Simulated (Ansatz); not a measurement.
# CuBiSeO (P4/nmm): spin-orbit coupling beyond the local functionals

How far does spin-orbit coupling move the gap of CuBiSeO (P4/nmm)?

Calculated with Ansatz 0.2.0; density functionals with and without spin-orbit coupling, plane waves, PAW.

## 1. The structure

It takes space group P4/nmm (No. 129, tetragonal). Conventional cell: a = 3.922 Å, b = 3.922 Å, c = 8.913 Å, α = 90.00°, β = 90.00°, γ = 90.00°. Nearest to Cu lie 4 Se at 2.50 Å and 4 Cu at 2.77 Å. Bi has 4 O at 2.32 Å and 4 Se at 3.24 Å nearest. Nearest to Se lie 4 Cu at 2.50 Å and 4 Bi at 3.24 Å. Nearest to O lie 4 Bi at 2.32 Å. Farther neighbours and most contacts between anions are not listed.

As a file:

```cif
data_structure
_symmetry_space_group_name_H-M 'P4/nmm:1'
_symmetry_Int_Tables_number 129
_cell_length_a 3.9221
_cell_length_b 3.9221
_cell_length_c 8.9133
_cell_angle_alpha 90.000
_cell_angle_beta 90.000
_cell_angle_gamma 90.000
_cell_volume 137.11
loop_
_atom_site_label
_atom_site_type_symbol
_atom_site_symmetry_multiplicity
_atom_site_Wyckoff_symbol
_atom_site_fract_x
_atom_site_fract_y
_atom_site_fract_z
_atom_site_occupancy
Cu1 Cu 2 b 0.00000 0.00000 0.50000 1
Bi1 Bi 2 c 0.00000 0.50000 0.86006 1
Se1 Se 2 c 0.50000 0.00000 0.67313 1
O1 O 2 a 0.50000 0.50000 0.00000 1
```

Geometry: measured lattice cell, ions relaxed with r2SCAN; the structure entry is the Materials Project's. The runs that relaxed it are not among those shown. Spin-orbit coupling is left out unless a step names it.

## 2. HSE06, 4×4×2 mesh

This step: DFT, HSE06, plane waves, PAW; PAW set soft_1.

File input.yaml:

```yaml
crystal:
  lattice:
    - [3.9221, 0.0, 0.0]
    - [0.0, 3.9221, 0.0]
    - [0.0, 0.0, 8.9133]
  atoms:
    - { symbol: Cu, position: [0.0, 0.0, 0.5] }
    - { symbol: Cu, position: [0.5, 0.5, 0.5] }
    - { symbol: Bi, position: [0.0, 0.5, 0.8600640231] }
    - { symbol: Bi, position: [0.5, 0.0, 0.1399359769] }
    - { symbol: Se, position: [0.5, 0.0, 0.6731283809] }
    - { symbol: Se, position: [0.0, 0.5, 0.3268716191] }
    - { symbol: O, position: [0.5, 0.5, 0.0] }
    - { symbol: O, position: [0.0, 0.0, 0.0] }
kpoints:
  mp_grid: { grid: [4, 4, 2] }
  band_path:
    path:
      - [0.0, 0.0, 0.0]
      - [0.0, 0.5, 0.0]
      - [0.5, 0.5, 0.0]
      - [0.0, 0.0, 0.5]
      - [0.0, 0.5, 0.5]
      - [0.5, 0.5, 0.5]
      - [0.1666666667, 0.1666666667, 0.0]
    npoints: 1
hamiltonian:
  xc: hse06
  pseudopotentials: { kind: paw, azcp: { folder: soft_1 } }
scf:
  occupations: { method: fixed }
  n_extra_bands: 6
output:
  eigenvalues: true
```

Started as:

```
ansatz run input.yaml --threads 3 --pin off --max-ram 92160MiB --backend cuda --events-out ev --progress --plain --runs-dir out --devices 1 --max-vram 13GiB
```

Numbers of over 12 decimals in the logs are rounded to 6 here.

Log:

```text
scf.n_extra_bands = 6 over 56 filled bands (N_el = 112.0): the run solves 62 bands
GPUs: using 1 of 1 available (devices: 1).
Engine: ansatz 0.2.0, x86_64-unknown-linux-gnu
Pseudopotentials: kind: paw
Pseudopotential: Cu, paw, valence charge 19, recommended cutoff 420 eV (normal), soft_1/Cu.paw.azcp
Pseudopotential: Bi, paw, valence charge 15, recommended cutoff 420 eV (normal), soft_1/Bi.paw.azcp
Pseudopotential: Se, paw, valence charge 16, recommended cutoff 420 eV (normal), soft_1/Se.paw.azcp
Pseudopotential: O, paw, valence charge 6, recommended cutoff 420 eV (normal), soft_1/O.paw.azcp
Functional definition: HSE06
  parameter a = 0.25
  parameter omega = 0.11/bohr
  exchange = pbe_x - a*pbe_x_sr(omega) + a*exact_x_sr(omega)
  correlation = pbe_c
davidson cushion auto → on  (no smearing: the cushion is to keep the highest requested band from converging to the state above it; pin scf.eigensolver.cushion to override)
device memory: the entry about to start is reckoned to put 2.4 GiB on a device that reports 63.6 GiB free (of which the cap on the GPU budget leaves the run 13.0 GiB)
GPU FFT provider: cuFFT
GPU libraries: cuBLAS 13.8.2, cuFFT 12.4.0, cuSOLVER 12.3.4
Crystal: 8 atoms, lattice volume = 137.112 Å³
Basis set: ecut = 420 eV, 2701 PW (Γ)
Bands: 62, of which v1, the nominal top of the filled ones, is band 56 counted from 1 (55 counted from 0)
Symmetry: 16 space group operations
Space group: P4/nmm (ITA 129), of the structure as read, at distance tolerance 5.2e-5 Å
k-points: 12 of 32
Non-local potential: Cu, projectors of the file, l = 0: 3, l = 1: 2, l = 2: 3, l = 3: 1
Non-local potential: Bi, projectors of the file, l = 0: 2, l = 1: 2, l = 2: 2, l = 3: 1
Non-local potential: Se, projectors of the file, l = 0: 2, l = 1: 2, l = 2: 3, l = 3: 1
Non-local potential: O, projectors of the file, l = 0: 2, l = 1: 2, l = 2: 1
PAW form: soft (Blöchl's): semilocal exchange-correlation on the pseudo side does not see the compensation charge
PAW frozen core: Cu, regenerated for the run's functional, and the local potential with it (the file was generated under x = pbe(κ = 0.804, μ = 0.219515), c = pbe(β = 0.066725))
PAW frozen core: Bi, regenerated for the run's functional, and the local potential with it (the file was generated under x = pbe(κ = 0.804, μ = 0.219515), c = pbe(β = 0.066725))
PAW frozen core: Se, regenerated for the run's functional, and the local potential with it (the file was generated under x = pbe(κ = 0.804, μ = 0.219515), c = pbe(β = 0.066725))
PAW frozen core: O, regenerated for the run's functional, and the local potential with it (the file was generated under x = pbe(κ = 0.804, μ = 0.219515), c = pbe(β = 0.066725))
PAW one-centre angular grid: Cu, 590 points (default); XC on 64 Gauss nodes
PAW one-centre angular grid: Bi, 590 points (default); XC on 64 Gauss nodes
[...]
Frozen-core exchange: fock
SCF iter   1: F=—  HF=-50129.814990 eV  |F-HF|=—  |Δ(HF+E_count)|=         —  Δρ=9.62e-5  dr2=2.27e-5  ethr=2.27e-6  ⟨swp⟩=3.0  Hψ=1718  notcnv=0
preconditioner: auto → none  [insulator: Δε(μ)=1.206 eV  Ē_g=14.945 eV  n_scr=38 (ndim 8)  ℏωp=27.6 eV  f_vac=0.005]
SCF iter   2: F=—  HF=-50129.814992 eV  |F-HF|=—  |Δ(HF+E_count)|=   1.87e-6  Δρ=5.78e-5  dr2=2.99e-6  ethr=1.41e-8  ⟨swp⟩=4.0  Hψ=2493  notcnv=0
SCF iter   3: F=—  HF=-50129.814996 eV  |F-HF|=—  |Δ(HF+E_count)|=   4.68e-6  Δρ=1.87e-5  dr2=3.90e-7  ethr=2.00e-9  ⟨swp⟩=4.2  Hψ=1975  notcnv=0
SCF iter   4: F=—  HF=-50129.814996 eV  |F-HF|=—  |Δ(HF+E_count)|=   5.71e-8  Δρ=7.63e-6  dr2=1.20e-7  ethr=2.65e-10  ⟨swp⟩=3.1  Hψ=1951  notcnv=0
iter 5 solved again at ethr=4.28e-12 eV; its pass at ethr=8.62e-11 eV (dr2=4.80e-9 eV) is discarded
SCF iter   5: F=-50129.814996 eV  HF=-50129.814996 eV  |F-HF|=4.26e-9  |Δ(HF+E_count)|=   1.45e-8  Δρ=2.04e-6  dr2=2.62e-8  ethr=4.28e-12  ⟨swp⟩=3.7  Hψ=3525  notcnv=0
SCF 3 converged in 5 iterations: F = -50129.814996 eV  dr2 = 2.62e-8
hybrid outer 2: dexx = +4.647e-6 eV, tail = 2.51e-7 eV, Δε = 6.00e-3 eV (about 2.05e-4 eV left of the loop's levels)
device memory: the entry about to start is reckoned to put 0.9 GiB on a device that reports 68.5 GiB free (of which the cap on the GPU budget leaves the run 13.0 GiB)
NSCF: frozen V_eff on 7 k-points
hybrid SCF converged: 2 outer / 14 inner (+14 warm-up), last move |dexx| = 4.65e-6 eV, tail = 2.51e-7 eV
Stability not checked: this state was not tested for a lower state beside it, because the functional holds exact exchange (a hybrid, or Hartree-Fock), whose exchange loop this test does not read (fock_operator; see scf.lower_state_search)
Free energy (F): -50129.814995 eV
Frozen-core exchange: fock
Harris-Foulkes:  -50129.814995 eV  (|F-HF|=4.26e-9)
Internal energy: -50129.814995 eV  (E = F + TS)
E sigma→0 (E₀):  -50129.814995 eV
Fermi energy:    11.636028 eV
--- Per-component energies (eV) ---
  E_band       = -1914.106847
  E_kinetic    = 1581.022817
  E_local      = -20721.110577  (includes V_loc(G=0)·N_el)
  E_nonlocal   = 2031.942052
  E_hartree    = 9447.950266
  E_xc         = -608.338623
  E_vxc        = -643.513770  (∫ρ·V_xc dr)
  E_exx        = -464.077243  (= α·E_x^exact, valence–valence)
  E_paw        = -29253.090757  (= ΣΔE_a)
  E_vpaw       = -2130.194317  (= ΣTr[D̂ρ^β])
  E_aug_tail   = 0.002930  (compensation charges beyond the density's cutoff)
  E_ewald      = -12141.772690
  E_core_change = -2.343170  (= ΣΔE_core)
  E_smearing   = -0.000000  (= −TS)
  E_closure    = 0.000000  (closes the sum)
  Σ components = -50129.814995   (vs F -50129.814995, Δ=-7.28e-12)
--- Band table (eV; the first three rows and the last of 12) ---
  k-point 0: bands = [... 52 lower, 9.8397, 10.8520, 11.2433, 11.2433, 12.8411, 13.5088, 15.9003, 15.9003, ... 2 higher]
  k-point 1: bands = [... 52 lower, 9.8118, 10.9942, 11.5916, 11.5916, 12.8431, 12.8662, 15.0995, 15.0995, ... 2 higher]
  k-point 2: bands = [... 52 lower, 10.5404, 10.9393, 11.2357, 11.4337, 14.1284, 14.6114, 14.7319, 15.4045, ... 2 higher]
  k-point 11: bands = [... 52 lower, 9.1470, 9.1470, 10.1169, 10.1169, 14.2768, 14.2768, 15.2902, 15.2902, ... 2 higher]
```

Elapsed: 33 s, on 1 × NVIDIA H100 80GB HBM3 (shared by 6 runs) with 3 threads of AMD EPYC 7R13 (Zen 3), shared host; peak memory 1.4 GiB.

Numbers from this step:

* gap: 1.124 eV
* valence top at: k = (0.167, 0.167, 0.000)
* conduction bottom at: Γ
* least direct gap: 1.251 eV
* exact-exchange fraction: 0.25

The gap is indirect, with the least direct gap 0.13 eV higher.

## 3. HSE06+SOC, 4×4×2 mesh

Spin-orbit coupling can split or shift the edges; a non-collinear run measures by how much.

This step: DFT, HSE06 with spin-orbit coupling, plane waves, PAW; PAW set soft_1.

input.yaml, as its differences from that of step 2:

```diff
@@ -28,7 +28,14 @@
   xc: hse06
-  pseudopotentials: { kind: paw, azcp: { folder: soft_1 } }
+  pseudopotentials: { kind: paw_fr, azcp: { folder: soft_1 } }
 scf:
-  occupations: { method: fixed }
-  n_extra_bands: 6
+  occupations: { method: fermi_dirac, width: 0.02 }
+  n_extra_bands: 12
+magnetization:
+  noncollinear: true
+  spin_orbit: true
 output:
   eigenvalues: true
+  write_density: true
+  write_potential: true
+  elf: true
+  volumetric_format: npy
```

Log:

```text
[...]
GPUs: using 1 of 1 available (devices: 1).
[...]
non-collinear run that drives no moment, with spin-orbit: no starting moment large enough to seed its density (crystal.atoms[].spin), no starting occupations that ask for one, no magnetisation constraint and no magnetic field, so the semilocal B_xc is pinned to zero
[...]
GPU FFT provider: cuFFT
GPU libraries: cuBLAS 13.8.2, cuFFT 12.4.0, cuSOLVER 12.3.4
Crystal: 8 atoms, lattice volume = 137.112 Å³
Basis set: ecut = 420 eV, 2701 PW (Γ)
Bands: 124, of which v1, the nominal top of the filled ones, is band 112 counted from 1 (111 counted from 0)
Symmetry: 16 space group operations + 16 with time reversal
[...]
k-points: 12 of 32
Projection manifold: j_resolved (fully-relativistic pseudo-atomic orbitals)
[...]
GPU buffer pool allocated for 43740 grid points (all kernels)
[...]
SCF iter   1: F=—  HF=-50222.707740 eV  |F-HF|=—  |Δ(HF+E_count)|=         —  Δρ=1.77e-1  dr2=1.92e2  dr2_m=0.00e0 (ungated)  ethr=1.00e-1  |M|=0.00e0 ∫|m|=0.00e0 μB  |m|>n=0.0e0 m-floor=0.0e0 τ_xc=0.0e0  β_m=0.30  ⟨swp⟩=4.8  Hψ=5018  notcnv=0
[...]
SCF iter   2: F=—  HF=-50326.334686 eV  |F-HF|=—  |Δ(HF+E_count)|=    1.04e2  Δρ=1.05e0  dr2=2.95e3  dr2_m=0.00e0 (ungated)  ethr=1.00e-1  |M|=0.00e0 ∫|m|=0.00e0 μB  |m|>n=0.0e0 m-floor=0.0e0 τ_xc=0.0e0  β_m=0.16  ⟨swp⟩=5.9  Hψ=5127  notcnv=0  recentre
[...]
spin=Noncollinear: Kerker preconditioning applied to the charge; magnetization (m_x, m_y, m_z) channels mix plain (no charge-response kernel on spin).
SCF iter   3: F=—  HF=-50211.805621 eV  |F-HF|=—  |Δ(HF+E_count)|=    1.15e2  Δρ=9.34e-2  dr2=3.03e1  dr2_m=0.00e0 (ungated)  ethr=1.00e-1  |M|=0.00e0 ∫|m|=0.00e0 μB  |m|>n=0.0e0 m-floor=0.0e0 τ_xc=0.0e0  β_m=0.15  ⟨swp⟩=5.8  Hψ=4647  notcnv=0
[...]
SCF iter  22: F=-50206.161212 eV  HF=-50206.161212 eV  |F-HF|=2.33e-10  |Δ(HF+E_count)|=  2.04e-10  Δρ=2.93e-7  dr2=1.95e-10  dr2_m=0.00e0 (ungated)  ethr=5.27e-12 (applied; sched 1.30e-12)  |M|=0.00e0 ∫|m|=0.00e0 μB  |m|>n=0.0e0 m-floor=0.0e0 τ_xc=0.0e0  ⟨swp⟩=2.0  Hψ=2836  notcnv=0
SCF 1 converged in 22 iterations: F = -50206.161212 eV  dr2 = 1.95e-10
[...]
GPU FFT provider: cuFFT
GPU libraries: cuBLAS 13.8.2, cuFFT 12.4.0, cuSOLVER 12.3.4
Projection manifold: j_resolved (fully-relativistic pseudo-atomic orbitals)
[...]
GPU buffer pool allocated for 43740 grid points (all kernels)
[...]
Frozen-core exchange: fock
[...]
SCF 2 stopped early in 8 iterations: F = -50152.050217 eV  dr2 = 4.34e-6
[...]
hybrid outer 1: dexx = +7.173e-2 eV, tail = 5.63e-4 eV
GPU FFT provider: cuFFT
GPU libraries: cuBLAS 13.8.2, cuFFT 12.4.0, cuSOLVER 12.3.4
Projection manifold: j_resolved (fully-relativistic pseudo-atomic orbitals)
GPU buffer pool allocated for 43740 grid points (all kernels)
[...]
Frozen-core exchange: fock
[...]
SCF 3 converged in 6 iterations: F = -50152.048715 eV  dr2 = 1.36e-8
[...]
NSCF: frozen V_eff on 7 k-points
[...]
Magnetization: |M| = 0.0000 μB,  M = (+0.0000, +0.0000, +0.0000) μB
Absolute magnetization: 0.0000 μB (∫|m|)
  site 0: m = (+0.0000, +0.0000, +0.0000) μB, |m| = 0.0000 μB  (R = 1.03 Å)
  site 1: m = (+0.0000, +0.0000, +0.0000) μB, |m| = 0.0000 μB  (R = 1.03 Å)
  site 2: m = (+0.0000, +0.0000, +0.0000) μB, |m| = 0.0000 μB  (R = 0.96 Å)
  site 3: m = (+0.0000, +0.0000, +0.0000) μB, |m| = 0.0000 μB  (R = 0.96 Å)
  site 4: m = (+0.0000, +0.0000, +0.0000) μB, |m| = 0.0000 μB  (R = 1.03 Å)
  site 5: m = (+0.0000, +0.0000, +0.0000) μB, |m| = 0.0000 μB  (R = 1.03 Å)
  site 6: m = (+0.0000, +0.0000, +0.0000) μB, |m| = 0.0000 μB  (R = 0.96 Å)
  site 7: m = (+0.0000, +0.0000, +0.0000) μB, |m| = 0.0000 μB  (R = 0.96 Å)
Free energy (F): -50152.048712 eV
Frozen-core exchange: fock
[...]
Internal energy: -50152.048712 eV  (E = F + TS)
E sigma→0 (E₀):  -50152.048712 eV
Fermi energy:    12.014784 eV
[...]
--- Band table (eV; the first three rows and the last of 12) ---
  k-point 0: bands = [... 108 lower, 11.1029, 11.1029, 11.3494, 11.3494, 12.5347, 12.5347, 13.0738, 13.0738, ... 8 higher]
  k-point 1: bands = [... 108 lower, 11.4140, 11.4140, 11.6410, 11.6410, 12.3827, 12.3827, 12.6407, 12.6407, ... 8 higher]
  k-point 2: bands = [... 108 lower, 11.1647, 11.1647, 11.3954, 11.3954, 13.3610, 13.3610, 14.0117, 14.0117, ... 8 higher]
  k-point 11: bands = [... 108 lower, 10.0534, 10.0534, 10.0534, 10.0534, 13.7679, 13.7679, 13.7679, 13.7679, ... 8 higher]
```

It took 2.3 min on 1 × NVIDIA H100 80GB HBM3 (shared by 6 runs) with 3 threads; peak memory 2.7 GiB; 4.5 min of CPU time.

This step gave:

* gap: 0.7137 eV
* valence top at: k = (0.167, 0.167, 0.000)
* conduction bottom at: Z
* least direct gap: 0.7416 eV
* exact-exchange fraction: 0.25

The gap stands −0.41 eV against HSE06, and the conduction bottom moves to (0.000, 0.000, 0.500).

## 4. Together

Times are wall times on 1 × NVIDIA H100 80GB HBM3 (shared by 6 runs) with 3 threads of AMD EPYC 7R13 (Zen 3), shared host, good to a factor of about two.

```
level  gap (eV)  with coupling (eV)  change (eV)  time  with coupling
HSE06      1.12                0.71        −0.41  33 s        2.3 min
```

## 5. Summary of results

* HSE06: 1.12 eV
* HSE06+SOC: 0.71 eV

**Reading.** Spin-orbit coupling changes the gap by −0.41 eV and the least direct gap by −0.51 eV. The runs have no spin polarisation. For a closed low-spin shell that is the natural state; where a d or f shell is open it is a constraint, and the gap is then not the crystal's own.

[Paths, hosts, dates, memory and timing lines, banners, echoed tables and standing remarks are left out of the program output.]

[Logs are printed without paths, hosts, clocks, repeated set-up lines and the standing remarks that a program may print on its own settings, such as how far it seeks lower states.]

[Runs of the session that timed out or met a known fault of the program may be left out.]

[Cells called generated may have been cut or substituted from an entry of the Crystallography Open Database or the Materials Project.]

[Hosts, paths, dates, database ids (printed as entryN), source tags and the programs' standing remarks are cut or masked in the printed files.]
